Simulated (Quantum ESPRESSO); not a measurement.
# O on top sites of TaN(001): a series in the coverage, part 7 of 10

What law, if any, do the results for O on top sites of TaN(001) follow against the coverage?

Quantum ESPRESSO 7.5; plane-wave DFT, PBE, GBRV ultrasoft pseudopotentials.

So far. Step 6 (Self-consistent run, 0 ML): Inside the slab this potential holds the local part of the pseudopotentials, which can be repulsive at the nuclei; only its value in the vacuum has a meaning of its own. Step 7 (Relaxing the ions, 0.1667 ML): The relaxation lowers the energy by 127 meV an atom. On the free atoms the largest force ends at 0.027 eV/Å.

## 8. Ground state, 0.1667 ML

File m1.esm.in:

```
&control
  prefix = 'm1.esm'
  outdir = './out'
  pseudo_dir = './pseudo'
  calculation = 'scf'
  tprnfor = .true.
/
&system
  ibrav = 0
  nat = 37
  ntyp = 3
  ecutwfc = 40
  ecutrho = 200
  occupations = 'smearing'
  smearing = 'mv'
  degauss = 0.02
  assume_isolated = 'esm'
  esm_bc = 'bc1'
/
&electrons
  conv_thr = 1e-07
  mixing_beta = 0.25
  electron_maxstep = 160
  mixing_mode = 'local-TF'
  mixing_ndim = 12
/
ATOMIC_SPECIES
  Ta  180.9479  ta_pbe_v1.uspp.F.UPF
  N   14.0070  n_pbe_v1.2.uspp.F.UPF
  O   15.9990  o_pbe_v1.2.uspp.F.UPF
CELL_PARAMETERS angstrom
  9.36233078100000 0.00000000000000 0.00000000000000
  0.00000000000000 6.24155385400000 0.00000000000000
  0.00000000000000 0.00000000000000 20.77821867446154
ATOMIC_POSITIONS crystal
  Ta  0.000000000000 0.000000000000 -0.162298915250
  Ta  0.000000000000 0.500000000000 -0.162298915250
  Ta  0.333333333300 0.000000000000 -0.162298915250
  Ta  0.333333333300 0.500000000000 -0.162298915250
  Ta  0.666666666700 0.000000000000 -0.162298915250
  Ta  0.666666666700 0.500000000000 -0.162298915250
  N   0.166666666700 0.250000000000 -0.162298915250
  N   0.166666666700 0.750000000000 -0.162298915250
  N   0.500000000000 0.250000000000 -0.162298915250
  N   0.500000000000 0.750000000000 -0.162298915250
  N   0.833333333300 0.250000000000 -0.162298915250
  N   0.833333333300 0.750000000000 -0.162298915250
  Ta  0.166666666700 0.250000000000 -0.055946653450
  Ta  0.166666666700 0.750000000000 -0.055946653450
  Ta  0.500000000000 0.250000000000 -0.055946653450
  Ta  0.500000000000 0.750000000000 -0.055946653450
  Ta  0.833333333300 0.250000000000 -0.055946653450
  Ta  0.833333333300 0.750000000000 -0.055946653450
  N   0.000000000000 0.000000000000 -0.055946653450
  N   0.000000000000 0.500000000000 -0.055946653450
  N   0.333333333300 0.000000000000 -0.055946653450
  N   0.333333333300 0.500000000000 -0.055946653450
  N   0.666666666700 0.000000000000 -0.055946653450
  N   0.666666666700 0.500000000000 -0.055946653450
  Ta  0.000000000000 0.000000000000 0.078667414050
  Ta  0.000000000000 0.500000000000 0.043438031850
  Ta  0.342884693400 0.000000000000 0.045092895150
  Ta  0.345965646000 0.500000000000 0.045577780550
  Ta  0.657115306600 0.000000000000 0.045092895150
  Ta  0.654034354000 0.500000000000 0.045577780550
  N   0.164385297100 0.245190977900 0.052688839850
  N   0.164385297100 0.754809022100 0.052688839850
  N   0.500000000000 0.250632437500 0.069428228950
  N   0.500000000000 0.749367562500 0.069428228950
  N   0.835614702900 0.245190977900 0.052688839850
  N   0.835614702900 0.754809022100 0.052688839850
  O   0.000000000000 0.000000000000 0.162298915250
K_POINTS automatic
  3 4 1 0 0 0
```

Launch:

```bash
> OMP_NUM_THREADS=1 mpirun -n 16 pw.x -nk 1 -in m1.esm.in > m1.esm.out
```

Output:

```text
[banner, memory and clock lines left out]
Program PWSCF v.7.5 starts
[...]
Message from routine setup:
[...]
number of electrons       =       330.00
     number of Kohn-Sham states=          198
     kinetic-energy cutoff     =      40.0000  Ry
     charge density cutoff     =     200.0000  Ry
[...]
number of k points=     6  Marzari-Vanderbilt smearing, width (Ry)=  0.0200
[...]
Dense  grid:   391375 G-vectors     FFT dimensions: (  80,  54, 180)
[...]
negative rho (up, down):  1.712E+00 0.000E+00
     Starting wfcs are  310 randomized atomic wfcs
[...]
negative rho (up, down):  1.711E+00 0.000E+00
[...]
estimated scf accuracy    <      13.65394830 Ry
[...]
negative rho (up, down):  1.729E+00 0.000E+00
[...]
estimated scf accuracy    <       8.52469096 Ry
[...]
negative rho (up, down):  1.734E+00 0.000E+00
[...]
estimated scf accuracy    <       2.90771465 Ry
[...]
negative rho (up, down):  1.734E+00 0.000E+00
[...]
estimated scf accuracy    <       0.86057427 Ry
[...]
negative rho (up, down):  1.733E+00 0.000E+00
[...]
estimated scf accuracy    <       0.86538344 Ry
[...]
negative rho (up, down):  1.749E+00 0.000E+00
[...]
estimated scf accuracy    <       0.85790385 Ry
[...]
negative rho (up, down):  1.903E+00 0.000E+00
[...]
estimated scf accuracy    <       0.93014071 Ry
[...]
negative rho (up, down):  1.904E+00 0.000E+00
[...]
estimated scf accuracy    <       5.77879014 Ry
[...]
negative rho (up, down):  1.900E+00 0.000E+00
[...]
estimated scf accuracy    <       5.86825402 Ry
[...]
negative rho (up, down):  1.920E+00 0.000E+00
[...]
estimated scf accuracy    <       6.01444527 Ry
[...]
negative rho (up, down):  1.796E+00 0.000E+00
[...]
estimated scf accuracy    <       6.39023821 Ry
[...]
negative rho (up, down):  1.806E+00 0.000E+00
[...]
estimated scf accuracy    <       1.75863872 Ry
[...]
negative rho (up, down):  1.790E+00 0.000E+00
[...]
estimated scf accuracy    <       0.00002203 Ry
[...]
negative rho (up, down):  1.790E+00 0.000E+00
[...]
estimated scf accuracy    <       0.00000353 Ry
[...]
negative rho (up, down):  1.790E+00 0.000E+00
[...]
estimated scf accuracy    <       0.00000564 Ry
[...]
negative rho (up, down):  1.790E+00 0.000E+00
[...]
estimated scf accuracy    <       0.00000095 Ry
[...]
negative rho (up, down):  1.790E+00 0.000E+00
[...]
estimated scf accuracy    <       0.00000076 Ry
[...]
negative rho (up, down):  1.790E+00 0.000E+00
[...]
estimated scf accuracy    <       0.00000047 Ry
[...]
negative rho (up, down):  1.790E+00 0.000E+00
[...]
estimated scf accuracy    <       0.00000057 Ry
[...]
negative rho (up, down):  1.790E+00 0.000E+00
[...]
estimated scf accuracy    <       0.00000020 Ry
[...]
negative rho (up, down):  1.790E+00 0.000E+00
[...]
estimated scf accuracy    <       0.00000015 Ry
[...]
negative rho (up, down):  1.790E+00 0.000E+00
[...]
the Fermi energy is    -4.1545 ev
!    total energy              =   -2950.29808576 Ry
     estimated scf accuracy    <       0.00000007 Ry
     smearing contrib. (-TS)   =      -0.00733808 Ry
     internal energy E=F+TS    =   -2950.29074768 Ry
[...]
one-electron contribution =   27682.17560763 Ry
     hartree contribution      =  -13924.82217752 Ry
     xc contribution           =    -864.11744516 Ry
     ewald contribution        =  -15843.52673264 Ry
     convergence has been achieved in  72 iterations
     negative rho (up, down):  1.790E+00 0.000E+00
[...]
Total force =     0.220088     Total SCF correction =     0.001228
[...]
```

Wall time 16 min (16 MPI ranks of Arm Neoverse V2, shared host); peak memory 4.5 GiB; 4.3 h of CPU time.

This step gave:

* free energy: -40140.8504 eV
* Fermi energy: -4.154 eV
* vacuum line at the lower end of the cell, over the Fermi level: 3.759 eV
* vacuum line at the upper end of the cell, over the Fermi level: 4.550 eV

Inside the slab this potential holds the local part of the pseudopotentials, which can be repulsive at the nuclei; only its value in the vacuum has a meaning of its own.

(Continued in part 8 of 10.)

[Logs are printed without paths, hosts, clocks, repeated set-up lines and the standing remarks that a program may print on its own settings, such as how far it seeks lower states.]

[Hosts, paths, dates, database ids (printed as entryN), source tags and the programs' standing remarks are cut or masked in the printed files.]

[Maps of the electrostatic potential energy from Ansatz leave out the sawtooth potential of an applied field or a dipole correction, so their vacuum need not be flat; planar profiles and work functions include it.]
